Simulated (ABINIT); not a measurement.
# CdTe (F-43m): changed settings of a GW run in ABINIT

Aim: change inputs of a GW run on CdTe (F-43m) and see what moves.

Calculated with ABINIT 10.8.3; PBE and many-body steps on it, plane waves.

### 1. The structure

It takes space group F-43m (No. 216, cubic). Conventional cell: a = 6.480 Å, b = 6.480 Å, c = 6.480 Å, α = 90.00°, β = 90.00°, γ = 90.00°. Nearest to Cd lie 4 Te at 2.81 Å. Nearest to Te lie 4 Cd at 2.81 Å. Farther neighbours and most contacts between anions are not listed.

As a file:

```cif
data_structure
_symmetry_space_group_name_H-M 'F-43m'
_symmetry_Int_Tables_number 216
_cell_length_a 6.4800
_cell_length_b 6.4800
_cell_length_c 6.4800
_cell_angle_alpha 90.000
_cell_angle_beta 90.000
_cell_angle_gamma 90.000
_cell_volume 272.10
loop_
_atom_site_label
_atom_site_type_symbol
_atom_site_symmetry_multiplicity
_atom_site_Wyckoff_symbol
_atom_site_fract_x
_atom_site_fract_y
_atom_site_fract_z
_atom_site_occupancy
Cd1 Cd 4 a 0.00000 0.00000 0.00000 1
Te1 Te 4 d 0.25000 0.25000 0.75000 1
```

The cell and positions come from the Crystallography Open Database and are kept as given unless a step says otherwise. Spin-orbit coupling is left out unless a step names it.

### 2. Screening, 4×4×4 mesh, 221 bands, screening to 190.5 eV

This step: ABINIT 10.8.3; RPA screening on PBE, plane waves, norm-conserving pseudopotentials.

The RPA dielectric matrix is built and inverted for each q.

run.abi

```
acell 3*1.0 Angstrom
rprim 
  0.000000000000 3.240000000000 3.240000000000
  3.240000000000 0.000000000000 3.240000000000
  3.240000000000 3.240000000000 0.000000000000
ntypat 2
znucl 48 52
natom 2
typat 1 2
xred 
  0.000000000000 0.000000000000 0.000000000000
  0.250000000000 0.250000000000 0.250000000000
pp_dirpath "pseudos"
pseudos "Cd.upf, Te.upf"
ecut 47
ngkpt 4 4 4
nshiftk 1
shiftk 0 0 0
kptopt 1
chksymbreak 0
istwfk *1
occopt 1
irdwfk 1
optdriver 3
nband 221
ecuteps 7
inclvkb 2
awtr 1
symchi 1
indata_prefix "in"
outdata_prefix "out"
tmpdata_prefix "tmp"
```

Run with:

```
OMP_NUM_THREADS=1 mpirun -n 4 abinit run.abi > log
```

Output:

```text
.Version 10.8.3 of ABINIT. v10.8.2 released Aug 2026.

 Symmetries : space group F-4 3 m (#216); Bravais cF (face-center cubic)
[... echo of the input left out ...]
== DATASET  1 ==================================================================
-   mpi_nproc: 4, omp_nthreads: 1 (-1 if OMP is not activated)

--- !DatasetInfo
iteration_state: {dtset: 1, }
dimensions: {natom: 2, nkpt: 8, mband: 221, nsppol: 1, nspinor: 1, nspden: 1, mpw: 7120, }
cutoff_energies: {ecut:  47.0, pawecutdg:  -1.0, }
electrons: {nelect:   3.60000000E+01, charge:   0.00000000E+00, occopt:   1.00000000E+00, tsmear:   1.00000000E-02, }

 SCREENING: Calculation of the susceptibility and dielectric matrices

 Based on a program developped by R.W. Godby, V. Olevano, G. Onida, and L. Reining.
 Incorporated in ABINIT by V. Olevano, G.-M. Rignanese, and M. Torrent.
.Using double precision arithmetic ; gwpc =  8

[... cell and pseudopotentials left out ...]
--------------------------------------------------------------------------------

 ==== K-mesh for the wavefunctions ====
 Number of points in the irreducible wedge :     8
[... list of points left out ...]
 Together with 24 symmetry operations and time-reversal symmetry
 yields    64 points in the full Brillouin Zone.

 ==== Q-mesh for the screening function ====
 Number of points in the irreducible wedge :     8
[... list of points left out ...]
 Together with 24 symmetry operations and time-reversal symmetry
 yields    64 points in the full Brillouin Zone.

 setmesh: FFT mesh size selected  =    40x   40x   40
          total number of points  =        64000

 vcoul_init : cutoff-mode = AUXILIARY_FUNCTION
 q-points for optical limit:   1
     1)      0.000010    0.000020    0.000030

- screening: taking advantage of time-reversal symmetry
- Maximum band index for partially occupied states nbvw = 18
- Remaining bands to be divided among processors   nbcw = 203
- Number of bands treated by each node ~50

 Number of electrons calculated from density =   36.0000; Expected =   36.0000
 average of density, n =  0.078423
 r_s =    1.4493
 omega_plasma =   27.0132 [eV]

 calculating chi0 at frequencies [eV] :
  1    0.000000E+00    0.000000E+00
  2    0.000000E+00    2.701320E+01

--------------------------------------------------------------------------------
  q-point number  1        q = ( 0.000000, 0.000000, 0.000000) [r.l.u.]
--------------------------------------------------------------------------------
[... chi0 elements left out ...]
 For q-point:  0.000010 0.000020 0.000030
  dielectric constant =  28.4899
  dielectric constant without local fields =  29.8335

  Average fulfillment of the sum rule on Im[epsilon] for q-point    1 :     88.17  [%]
[... wings left out ...]
  q-point number  2        q = ( 0.250000, 0.000000, 0.000000) [r.l.u.]
--------------------------------------------------------------------------------
[... chi0 elements left out ...]
  Average fulfillment of the sum rule on Im[epsilon] for q-point    2 :    103.60  [%]

 [... 6 further q-points ...]
```

The job ended after 4.5 min (4 MPI ranks of Arm Neoverse V1, shared host; peak memory 2.9 GiB).

Numbers from this step:

| Property | Result |
| --- | --- |
| ε∞ with local fields, on this mesh, along the program's q direction | 28.49 |
| the same without local fields | 29.83 |
| plasma frequency | 27.01 eV |
| plane waves in the screening matrix | 411 |

Local fields lower ε∞ by 5 %.

### 3. Base

The self-energy is evaluated for the states that the input lists, and the levels follow from it, in one-shot runs by the linearised quasiparticle equation.

This step: G0W0 on PBE, plane waves, norm-conserving pseudopotentials.

run.abi: that of step 2 with these lines changed.

```diff
@@ -23,8 +23,15 @@
 irdwfk 1
-optdriver 3
+optdriver 4
 nband 221
+gwcalctyp 0
+ecutsigx 47
+symsigma 1
+nkptgw 1
+kptgw 
+  0.0000000000 0.0000000000 0.0000000000
+bdgw 
+  16 22
 ecuteps 7
-inclvkb 2
-awtr 1
-symchi 1
+irdscr 1
+ppmodel 1
 indata_prefix "in"
```

Output:

```text
.Version 10.8.3 of ABINIT. v10.8.2 released Aug 2026.

 Symmetries : space group F-4 3 m (#216); Bravais cF (face-center cubic)
[... echo of the input left out ...]
== DATASET  1 ==================================================================
-   mpi_nproc: 4, omp_nthreads: 1 (-1 if OMP is not activated)

--- !DatasetInfo
iteration_state: {dtset: 1, }
dimensions: {natom: 2, nkpt: 8, mband: 221, nsppol: 1, nspinor: 1, nspden: 1, mpw: 7120, }
cutoff_energies: {ecut:  47.0, pawecutdg:  -1.0, }
electrons: {nelect:   3.60000000E+01, charge:   0.00000000E+00, occopt:   1.00000000E+00, tsmear:   1.00000000E-02, }

 SIGMA: Calculation of the GW corrections

 Based on a program developped by R.W. Godby, V. Olevano, G. Onida, and L. Reining.
 Incorporated in ABINIT by V. Olevano, G.-M. Rignanese, and M. Torrent.
.Using double precision arithmetic ; gwpc =  8

[... cell and pseudopotentials left out ...]
--------------------------------------------------------------------------------

 ==== K-mesh for the wavefunctions ====
 Number of points in the irreducible wedge :     8
[... list of points left out ...]
 Together with 24 symmetry operations and time-reversal symmetry
 yields    64 points in the full Brillouin Zone.

 ==== Q-mesh for screening function ====
 Number of points in the irreducible wedge :     8
[... list of points left out ...]
 Together with 24 symmetry operations and time-reversal symmetry
 yields    64 points in the full Brillouin Zone.

 vcoul_init : cutoff-mode = AUXILIARY_FUNCTION
 q-points for optical limit:   1
     1)      0.000010    0.000020    0.000030
 setmesh: FFT mesh size selected  =    54x   54x   54
          total number of points  =       157464

 Number of electrons calculated from density =   36.0000; Expected =   36.0000
 average of density, n =  0.078423
 r_s =    1.4493
 omega_plasma =   27.0132 [eV]

 === KS Band Gaps ===
  >>>> For spin  1
   Minimum direct gap =   0.7713 [eV], located at k-point      :   0.0000  0.0000  0.0000
   Fundamental gap    =   0.7713 [eV], Top of valence bands at :   0.0000  0.0000  0.0000
                                       Bottom of conduction at :   0.0000  0.0000  0.0000
 SIGMA fundamental parameters:
 PLASMON POLE MODEL  1
 number of plane-waves for SigmaX                 7119
 number of plane-waves for SigmaC and W            411
 number of plane-waves for wavefunctions          7119
 number of bands                                   221
 number of independent spin polarizations            1
 number of spinorial components                      1
 number of k-points in IBZ                           8
 number of q-points in IBZ                           8
 number of symmetry operations                      24
 number of k-points in BZ                           64
 number of q-points in BZ                           64
 number of frequencies for dSigma/dE                 9
 frequency step for dSigma/dE [eV]                0.25
 number of omega for Sigma on real axis              0
 max omega for Sigma on real axis  [eV]           0.00
 zcut for avoiding poles [eV]                     0.10

 EPSILON^-1 parameters (SCR file):
 dimension of the eps^-1 matrix on file            411
 dimension of the eps^-1 matrix used               411
 number of plane-waves for wavefunctions          7119
 number of bands                                   221
 number of q-points in IBZ                           8
 number of frequencies                               2
 number of real frequencies                          1
 number of imag frequencies                          1

 matrix elements of self-energy operator (all in [eV])

 Perturbative Calculation

--- !SelfEnergy_ee
iteration_state: {dtset: 1, }
kpoint     : [   0.000,    0.000,    0.000, ]
spin       : 1
KS_gap     :    0.771
QP_gap     :    1.858
Delta_QP_KS:    1.086
data: !SigmaeeData |
     Band     E0 <VxcDFT>   SigX SigC(E0)      Z dSigC/dE  Sig(E)    E-E0       E
       16   4.101 -13.619 -16.526   1.514   0.795  -0.258 -14.727  -1.107   2.994
       17   4.101 -13.619 -16.526   1.514   0.795  -0.258 -14.727  -1.107   2.994
       18   4.101 -13.619 -16.526   1.514   0.795  -0.258 -14.727  -1.107   2.994
       19   4.872 -11.612  -7.991  -3.647   0.807  -0.239 -11.633  -0.021   4.851
       20   8.727  -9.965  -5.612  -4.154   0.807  -0.239  -9.804   0.161   8.888
       21   8.727  -9.965  -5.612  -4.154   0.807  -0.239  -9.804   0.161   8.888
       22   8.727  -9.965  -5.612  -4.154   0.807  -0.239  -9.804   0.161   8.888

== END DATASET(S) ==============================================================
================================================================================

 -outvars: echo values of variables after computation  --------
           etotal      0.0000000000E+00
            nband         221
             nkpt           8
          spgroup         216
 [... the other variables as echoed above ...]

 Calculation completed.
```

It took 30 s on 4 MPI ranks; peak memory 2.7 GiB; 2 min of CPU time.

This step gave:

```yaml
g0w0_gap_on_the_points_computed: 1.857 eV
starting_gap_on_the_mesh: 0.7714 eV
k_of_the_valence_top: 0, 0, 0
k_of_the_conduction_bottom: 0, 0, 0
z_at_the_valence_top: 0.795
z_at_the_conduction_bottom: 0.807
least_direct_g0w0_gap_on_the_computed_points: 1.857 eV
```

The gap on the mesh goes from 0.77 eV to 1.86 eV, a correction of +1.09 eV.

### 4. Coulomb singularity

run.abi: that of step 3 with these lines changed.

```diff
@@ -36,2 +36,3 @@
 ppmodel 1
+gw_icutcoul 0
 indata_prefix "in"
```

Output:

```text
.Version 10.8.3 of ABINIT. v10.8.2 released Aug 2026.

 Symmetries : space group F-4 3 m (#216); Bravais cF (face-center cubic)
[... echo of the input left out ...]
== DATASET  1 ==================================================================
-   mpi_nproc: 4, omp_nthreads: 1 (-1 if OMP is not activated)

--- !DatasetInfo
iteration_state: {dtset: 1, }
dimensions: {natom: 2, nkpt: 8, mband: 221, nsppol: 1, nspinor: 1, nspden: 1, mpw: 7120, }
cutoff_energies: {ecut:  47.0, pawecutdg:  -1.0, }
electrons: {nelect:   3.60000000E+01, charge:   0.00000000E+00, occopt:   1.00000000E+00, tsmear:   1.00000000E-02, }

 SIGMA: Calculation of the GW corrections

 Based on a program developped by R.W. Godby, V. Olevano, G. Onida, and L. Reining.
 Incorporated in ABINIT by V. Olevano, G.-M. Rignanese, and M. Torrent.
.Using double precision arithmetic ; gwpc =  8

[... cell and pseudopotentials left out ...]
--------------------------------------------------------------------------------

 ==== K-mesh for the wavefunctions ====
 Number of points in the irreducible wedge :     8
[... list of points left out ...]
 Together with 24 symmetry operations and time-reversal symmetry
 yields    64 points in the full Brillouin Zone.

 ==== Q-mesh for screening function ====
 Number of points in the irreducible wedge :     8
[... list of points left out ...]
 Together with 24 symmetry operations and time-reversal symmetry
 yields    64 points in the full Brillouin Zone.

 === Spherical cutoff ===

  Cutoff radius .........    19.1419 [Bohr]
  Volume of the sphere ..   29379.31 [Bohr^3]
 q-points for optical limit:   1
     1)      0.000010    0.000020    0.000030
 setmesh: FFT mesh size selected  =    54x   54x   54
          total number of points  =       157464

[...]
number of q-points in BZ                           64
 number of frequencies for dSigma/dE                 9
 frequency step for dSigma/dE [eV]                0.25
 number of omega for Sigma on real axis              0
 max omega for Sigma on real axis  [eV]           0.00
 zcut for avoiding poles [eV]                     0.10

 EPSILON^-1 parameters (SCR file):
 dimension of the eps^-1 matrix on file            411
 dimension of the eps^-1 matrix used               411
 number of plane-waves for wavefunctions          7119
 number of bands                                   221
 number of q-points in IBZ                           8
 number of frequencies                               2
 number of real frequencies                          1
 number of imag frequencies                          1

 matrix elements of self-energy operator (all in [eV])

 Perturbative Calculation

--- !SelfEnergy_ee
iteration_state: {dtset: 1, }
kpoint     : [   0.000,    0.000,    0.000, ]
spin       : 1
KS_gap     :    0.771
QP_gap     :    1.869
Delta_QP_KS:    1.098
data: !SigmaeeData |
     Band     E0 <VxcDFT>   SigX SigC(E0)      Z dSigC/dE  Sig(E)    E-E0       E
       16   4.101 -13.619 -16.553   1.518   0.799  -0.251 -14.751  -1.131   2.970
       17   4.101 -13.619 -16.553   1.518   0.799  -0.251 -14.751  -1.131   2.970
       18   4.101 -13.619 -16.553   1.518   0.799  -0.251 -14.751  -1.131   2.970
       19   4.872 -11.612  -8.046  -3.608   0.810  -0.235 -11.646  -0.034   4.838
       20   8.727  -9.965  -5.629  -4.150   0.809  -0.236  -9.815   0.150   8.877
       21   8.727  -9.965  -5.629  -4.150   0.809  -0.236  -9.815   0.150   8.877
       22   8.727  -9.965  -5.629  -4.150   0.809  -0.236  -9.815   0.150   8.877

== END DATASET(S) ==============================================================
================================================================================

 -outvars: echo values of variables after computation  --------
           etotal      0.0000000000E+00
            nband         221
             nkpt           8
          spgroup         216
 [... the other variables as echoed above ...]

 Calculation completed.
```

It took 30 s on 4 MPI ranks; peak memory 2.5 GiB.

This step gave:

- G0W0 gap on the points computed: 1.868 eV
- starting gap on the mesh: 0.7714 eV
- k of the valence top: 0, 0, 0
- k of the conduction bottom: 0, 0, 0
- Z at the valence top: 0.799
- Z at the conduction bottom: 0.81
- least direct G0W0 gap on the computed points: 1.868 eV

Against G0W0 in ABINIT (4×4×4 mesh, 221 bands, screening to 190.5 eV, Godby-Needs plasmon pole), the gap moves by +0.011 eV.

### 5. The runs together

Times are wall times on 4 MPI ranks of Arm Neoverse V1, shared host, good to a factor of about two. A run's time includes the screening step that it read.

| run | mesh | bands | screening cutoff (eV) | DFT gap (eV) | gap on the mesh (eV) | direct (eV) | ε∞ used | time |
| --- | --- | --- | --- | --- | --- | --- | --- | --- |
| base | 4×4×4 | 221 | 190.5 | 0.771 | 1.857 | 1.857 | 28.49 | 5 min |
| Coulomb singularity | 4×4×4 | 221 | 190.5 | 0.771 | 1.868 | 1.868 | 28.49 | 5 min |

### 6. What came out

```yaml
base: 1.857 eV
coulomb_singularity: 1.868 eV
known_limits: not at the basis limit; exchange with frozen shells missing; mesh may overstate the screening; no spin-orbit coupling; coarse k mesh
```

Coulomb singularity: +0.011 eV against base (keys changed: gw_icutcoul). Bands and cutoff are finite, so the gap is not at the basis limit. The miss can reach some tenths of an eV and take either sign; the mesh is an error of its own. In the first G0W0 run levels were corrected at 1 k point alone, so a gap called «on the mesh» is the least over those, and an edge elsewhere would be missed. The 4×4×4 mesh is coarse for this cell, which bears on the long-range parts of exchange and screening. The norm-conserving file of at least one element keeps a d shell over frozen s and p shells of the same row. Exchange with those shells is missing from the self-energy, an error of 0.3 to 0.9 eV in cases checked, whose sign depends on which edge lies on those atoms. The RPA ε∞ on this mesh reaches over 25; with a narrow direct gap a coarse mesh can overstate it, and the correction is then too small. The many-body steps are scalar-relativistic: spin-orbit coupling is not in them.

[Paths, hosts, dates, memory and timing lines, banners, echoed tables and standing remarks are left out of the program output.]

[Logs are printed without paths, hosts, clocks, repeated set-up lines and the standing remarks that a program may print on its own settings, such as how far it seeks lower states.]

[Runs of the session that timed out or met a known fault of the program may be left out.]

[No measured gap is set beside runs whose start may be inverted or whose files or cutoffs have a known fault.]

[Hosts, paths, dates, database ids (printed as entryN), source tags and the programs' standing remarks are cut or masked in the printed files.]

[G0W0 gaps are taken among the corrected bands and points alone; a level outside them can change the order at an edge.]

[Where Ansatz stands beside ABINIT at settings called matched, ABINIT's density can come from a denser mesh and the files from another edition; pairs whose starting gaps differed by over 0.03 eV were left out, so agreement reads better than it is.]
